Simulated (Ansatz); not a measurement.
Planning a run of Ansatz 0.2.0 on Te2Mo (P6_3/mmc). The input:

```yaml
crystal:
  lattice:
    - [3.5182, 0.0, 0.0]
    - [-1.7591, 3.0468505756, 0.0]
    - [0.0, 0.0, 13.9736]
  atoms:
    - { symbol: Te, position: [0.3333333333, 0.6666666667, 0.621] }
    - { symbol: Te, position: [0.6666666667, 0.3333333333, 0.121] }
    - { symbol: Te, position: [0.3333333333, 0.6666666667, 0.879] }
    - { symbol: Te, position: [0.6666666667, 0.3333333333, 0.379] }
    - { symbol: Mo, position: [0.3333333333, 0.6666666667, 0.25] }
    - { symbol: Mo, position: [0.6666666667, 0.3333333333, 0.75] }
kpoints:
  mp_grid: { grid: [6, 6, 1] }
hamiltonian:
  xc: pbe
  pseudopotentials: { kind: paw, azcp: { folder: soft_1 } }
scf:
  occupations: { method: fixed }
gw:
  n_empty_bands: 340
  ecut_chi: 100
  qp_bands: [v2, c2]
  qp_kpoints: band_edges
  screening: { model: contour_deformation }
```

```sh
ansatz run input.yaml --threads 2 --pin off --max-ram 73728MiB --backend cuda --events-out ev --progress --plain --runs-dir out --devices 1 --max-vram 13GiB
```

**Question.** How long will it take on 1 × NVIDIA H100 80GB HBM3 (shared by 6 runs) with 2 threads of AMD EPYC 7R13 (Zen 3), shared host, and how much memory?

It took 17 s; on shared hardware allow 8.7 s to 35 s. Peak host memory was 1.3 GiB. The sizes that set the cost: 2909 plane waves a state, 7 irreducible k points, 386 bands summed, 329 plane waves in the screening and 9 SCF cycles.

The screening grows as filled bands × empty bands × pairs of k points, times the square of the screening basis for the matrix.

[Paths, hosts, dates, memory and timing lines, banners, echoed tables and standing remarks are left out of the program output.]

[Logs are printed without paths, hosts, clocks, repeated set-up lines and the standing remarks that a program may print on its own settings, such as how far it seeks lower states.]

[Runs of the session that timed out or met a known fault of the program may be left out.]

[Cells called generated may have been cut or substituted from an entry of the Crystallography Open Database or the Materials Project.]

[Hosts, paths, dates, database ids (printed as entryN), source tags and the programs' standing remarks are cut or masked in the printed files.]
